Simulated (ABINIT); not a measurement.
# Diamond (Fd-3m, 2 atoms a cell): G0W0 in ABINIT against the bands in the screening, part 2 of 2

How does the gap of Diamond (Fd-3m, 2 atoms a cell) converge in the bands in the screening?

ABINIT 10.8.3; PBE and many-body steps on it, plane waves. Known limits of the many-body steps: not at the basis limit.

So far. Step 2 (Screening, 8×8×8 mesh, 12 bands, screening to 261.2 eV): Local fields lower ε∞ by 7 %. Step 5 (15 bands): The gap on the mesh goes from 4.19 eV to 5.51 eV, a correction of +1.32 eV.

## Step 6: Screening, 8×8×8 mesh, 56 bands, screening to 261.2 eV

This step: RPA screening on PBE, plane waves, norm-conserving pseudopotentials.

Contents of run.abi:

```
acell 3*1.0 Angstrom
rprim 
  -0.000000000000 1.783370000000 1.783370000000
  1.783370000000 0.000000000000 1.783370000000
  1.783370000000 1.783370000000 0.000000000000
ntypat 1
znucl 6
natom 2
typat 1 1
xred 
  0.000000000000 0.000000000000 -0.000000000000
  0.250000000000 0.250000000000 0.250000000000
pp_dirpath "pseudos"
pseudos "C.upf"
ecut 37
ngkpt 8 8 8
nshiftk 1
shiftk 0 0 0
kptopt 1
chksymbreak 0
istwfk *1
occopt 1
irdwfk 1
optdriver 3
nband 56
ecuteps 9.6
inclvkb 2
awtr 1
symchi 1
indata_prefix "in"
outdata_prefix "out"
tmpdata_prefix "tmp"
```

On the command line:

```sh
$ OMP_NUM_THREADS=1 mpirun -n 4 abinit run.abi > log
```

What it wrote:

```text
.Version 10.8.3 of ABINIT. v10.8.2 released Aug 2026.

 Symmetries : space group Fd -3 m (#227); Bravais cF (face-center cubic)
[... echo of the input left out ...]
== DATASET  1 ==================================================================
-   mpi_nproc: 4, omp_nthreads: 1 (-1 if OMP is not activated)

--- !DatasetInfo
iteration_state: {dtset: 1, }
dimensions: {natom: 2, nkpt: 29, mband: 56, nsppol: 1, nspinor: 1, nspden: 1, mpw: 869, }
cutoff_energies: {ecut:  37.0, pawecutdg:  -1.0, }
[...]
--------------------------------------------------------------------------------
[... chi0 elements left out ...]
 For q-point:  0.000010 0.000020 0.000030
  dielectric constant =   5.5095
  dielectric constant without local fields =   5.9484

  Average fulfillment of the sum rule on Im[epsilon] for q-point    1 :     85.44  [%]
[... wings left out ...]
  q-point number  2        q = ( 0.125000, 0.000000, 0.000000) [r.l.u.]
--------------------------------------------------------------------------------
[... chi0 elements left out ...]
  Average fulfillment of the sum rule on Im[epsilon] for q-point    2 :     97.24  [%]

 [... 27 further q-points ...]
```

The job ended after 22 s (4 MPI ranks of AMD EPYC 9R45, shared host; peak memory 0.65 GiB; 86 s of CPU time).

This step gave:

| Quantity | Value |
| --- | --- |
| ε∞ with local fields, on this mesh, along the program's q direction | 5.510 |
| the same without local fields | 5.948 |
| plasma frequency | 31.18 eV |
| plane waves in the screening matrix | 113 |

## Step 7: 56 bands

This step: G0W0 on PBE, plane waves, norm-conserving pseudopotentials.

run.abi: that of step 6 with these lines changed.

```diff
@@ -23,8 +23,17 @@
 irdwfk 1
-optdriver 3
+optdriver 4
 nband 56
+gwcalctyp 0
+ecutsigx 37
+symsigma 1
+nkptgw 2
+kptgw 
+  0.0000000000 0.0000000000 0.0000000000
+  0.3750000000 0.3750000000 0.0000000000
+bdgw 
+  2 7
+  3 6
 ecuteps 9.6
-inclvkb 2
-awtr 1
-symchi 1
+irdscr 1
+ppmodel 1
 indata_prefix "in"
```

What it wrote:

```text
.Version 10.8.3 of ABINIT. v10.8.2 released Aug 2026.

 Symmetries : space group Fd -3 m (#227); Bravais cF (face-center cubic)
[... echo of the input left out ...]
== DATASET  1 ==================================================================
-   mpi_nproc: 4, omp_nthreads: 1 (-1 if OMP is not activated)

--- !DatasetInfo
iteration_state: {dtset: 1, }
dimensions: {natom: 2, nkpt: 29, mband: 56, nsppol: 1, nspinor: 1, nspden: 1, mpw: 869, }
cutoff_energies: {ecut:  37.0, pawecutdg:  -1.0, }
[...]
Band     E0 <VxcDFT>   SigX SigC(E0)      Z dSigC/dE  Sig(E)    E-E0       E
[...]
5  14.483 -14.094  -8.673  -4.677   0.842  -0.188 -13.467   0.627  15.110
        6  17.096 -13.238  -7.304  -5.217   0.843  -0.186 -12.633   0.605  17.701

== END DATASET(S) ==============================================================
================================================================================

 -outvars: echo values of variables after computation  --------
           etotal      0.0000000000E+00
            nband          56
             nkpt          29
          spgroup         227
 [... the other variables as echoed above ...]

 Calculation completed.
```

The job ended after 5.4 s (4 MPI ranks; peak memory 0.66 GiB; 21 s of CPU time).

Numbers from this step:

* G0W0 gap on the points computed: 5.467 eV
* starting gap on the mesh: 4.190 eV
* k of the valence top: 0, 0, 0
* k of the conduction bottom: 0.375, 0.375, 0
* least direct G0W0 gap on the computed points: 7.408 eV

Against the run before, the gap moves by −0.046 eV.

## Step 8: Screening, 8×8×8 mesh, 124 bands, screening to 261.2 eV

This step: RPA screening on PBE, plane waves, norm-conserving pseudopotentials.

run.abi: that of step 7 with these lines changed.

```diff
@@ -23,17 +23,8 @@
 irdwfk 1
-optdriver 4
-nband 56
-gwcalctyp 0
-ecutsigx 37
-symsigma 1
-nkptgw 2
-kptgw 
-  0.0000000000 0.0000000000 0.0000000000
-  0.3750000000 0.3750000000 0.0000000000
-bdgw 
-  2 7
-  3 6
+optdriver 3
+nband 124
 ecuteps 9.6
-irdscr 1
-ppmodel 1
+inclvkb 2
+awtr 1
+symchi 1
 indata_prefix "in"
```

What it wrote:

```text
.Version 10.8.3 of ABINIT. v10.8.2 released Aug 2026.

 Symmetries : space group Fd -3 m (#227); Bravais cF (face-center cubic)
[... echo of the input left out ...]
== DATASET  1 ==================================================================
-   mpi_nproc: 4, omp_nthreads: 1 (-1 if OMP is not activated)

--- !DatasetInfo
iteration_state: {dtset: 1, }
dimensions: {natom: 2, nkpt: 29, mband: 124, nsppol: 1, nspinor: 1, nspden: 1, mpw: 869, }
cutoff_energies: {ecut:  37.0, pawecutdg:  -1.0, }
[...]
--------------------------------------------------------------------------------
[... chi0 elements left out ...]
 For q-point:  0.000010 0.000020 0.000030
  dielectric constant =   5.5168
  dielectric constant without local fields =   5.9490

  Average fulfillment of the sum rule on Im[epsilon] for q-point    1 :     97.00  [%]
[... wings left out ...]
  q-point number  2        q = ( 0.125000, 0.000000, 0.000000) [r.l.u.]
--------------------------------------------------------------------------------
[... chi0 elements left out ...]
  Average fulfillment of the sum rule on Im[epsilon] for q-point    2 :    100.22  [%]

 [... 27 further q-points ...]
```

The job ended after 40 s (4 MPI ranks; peak memory 1 GiB).

Numbers from this step:

```
ε∞ with local fields, on this mesh, along the program's q direction : 5.517
the same without local fields                                       : 5.949
plasma frequency                                                    : 31.18 eV
plane waves in the screening matrix                                 : 113
```

## Step 9: 124 bands

This step: G0W0 on PBE, plane waves, norm-conserving pseudopotentials.

run.abi: that of step 8 with these lines changed.

```diff
@@ -23,8 +23,17 @@
 irdwfk 1
-optdriver 3
-nband 124
+optdriver 4
+nband 56
+gwcalctyp 0
+ecutsigx 37
+symsigma 1
+nkptgw 2
+kptgw 
+  0.0000000000 0.0000000000 0.0000000000
+  0.3750000000 0.3750000000 0.0000000000
+bdgw 
+  2 7
+  3 6
 ecuteps 9.6
-inclvkb 2
-awtr 1
-symchi 1
+irdscr 1
+ppmodel 1
 indata_prefix "in"
```

What it wrote:

```text
.Version 10.8.3 of ABINIT. v10.8.2 released Aug 2026.

 Symmetries : space group Fd -3 m (#227); Bravais cF (face-center cubic)
[... echo of the input left out ...]
== DATASET  1 ==================================================================
-   mpi_nproc: 4, omp_nthreads: 1 (-1 if OMP is not activated)

--- !DatasetInfo
iteration_state: {dtset: 1, }
dimensions: {natom: 2, nkpt: 29, mband: 56, nsppol: 1, nspinor: 1, nspden: 1, mpw: 869, }
cutoff_energies: {ecut:  37.0, pawecutdg:  -1.0, }
[...]
Band     E0 <VxcDFT>   SigX SigC(E0)      Z dSigC/dE  Sig(E)    E-E0       E
[...]
5  14.483 -14.094  -8.673  -4.726   0.842  -0.188 -13.509   0.585  15.068
        6  17.096 -13.238  -7.304  -5.262   0.843  -0.186 -12.672   0.566  17.662

== END DATASET(S) ==============================================================
================================================================================

 -outvars: echo values of variables after computation  --------
           etotal      0.0000000000E+00
            nband          56
             nkpt          29
          spgroup         227
 [... the other variables as echoed above ...]

 Calculation completed.
```

Run time: 4.6 s. Hardware: 4 MPI ranks; peak memory 0.66 GiB.

This step gave:

```
G0W0 gap on the points computed              : 5.469 eV
starting gap on the mesh                     : 4.190 eV
k of the valence top                         : 0, 0, 0
k of the conduction bottom                   : 0.375, 0.375, 0
least direct G0W0 gap on the computed points : 7.408 eV
```

Against the run before, the gap moves by +0.002 eV.

## Step 10: Side by side

Times are wall times on 4 MPI ranks of AMD EPYC 9R45, shared host, good to a factor of about two. A run's time includes the screening step that it read.

| run | mesh | bands | screening cutoff (eV) | DFT gap (eV) | gap on the mesh (eV) | direct (eV) | ε∞ used | time |
| --- | --- | --- | --- | --- | --- | --- | --- | --- |
| 12 bands | 8×8×8 | 56 | 261.2 | 4.190 | 5.551 | 7.496 | 5.47 | 8.9 s |
| 15 bands | 8×8×8 | 56 | 261.2 | 4.190 | 5.513 | 7.461 | 5.48 | 10 s |
| 56 bands | 8×8×8 | 56 | 261.2 | 4.190 | 5.467 | 7.408 | 5.51 | 27 s |
| 124 bands | 8×8×8 | 56 | 261.2 | 4.190 | 5.469 | 7.408 | 5.52 | 44 s |

## Step 11: Summary of results

| Quantity | Value |
| --- | --- |
| 12 bands | 5.551 eV |
| 15 bands | 5.513 eV |
| 56 bands | 5.467 eV |
| 124 bands | 5.469 eV |
| known limits | not at the basis limit |

**Reading.** The setting moved: bands in the screening. From 12 bands to 124 bands the gap moves by −0.08 eV, for 5.0 times the time. It holds to 0.03 eV from 56 bands on. Bands and screening cutoff are coupled, so a series along one setting does not show full convergence. Bands and cutoff are finite, so the gap is not at the basis limit. The miss can reach some tenths of an eV and take either sign; the mesh is an error of its own. In the first G0W0 run levels were corrected at 2 k points alone, so a gap called «on the mesh» is the least over those, and an edge elsewhere would be missed.

[Paths, hosts, dates, memory and timing lines, banners, echoed tables and standing remarks are left out of the program output.]

[Logs are printed without paths, hosts, clocks, repeated set-up lines and the standing remarks that a program may print on its own settings, such as how far it seeks lower states.]

[Runs of the session that timed out or met a known fault of the program may be left out.]

[No measured gap is set beside runs whose start may be inverted or whose files or cutoffs have a known fault.]

[Hosts, paths, dates, database ids (printed as entryN), source tags and the programs' standing remarks are cut or masked in the printed files.]

[G0W0 gaps are taken among the corrected bands and points alone; a level outside them can change the order at an edge.]

[Where Ansatz stands beside ABINIT at settings called matched, ABINIT's density can come from a denser mesh and the files from another edition; pairs whose starting gaps differed by over 0.03 eV were left out, so agreement reads better than it is.]
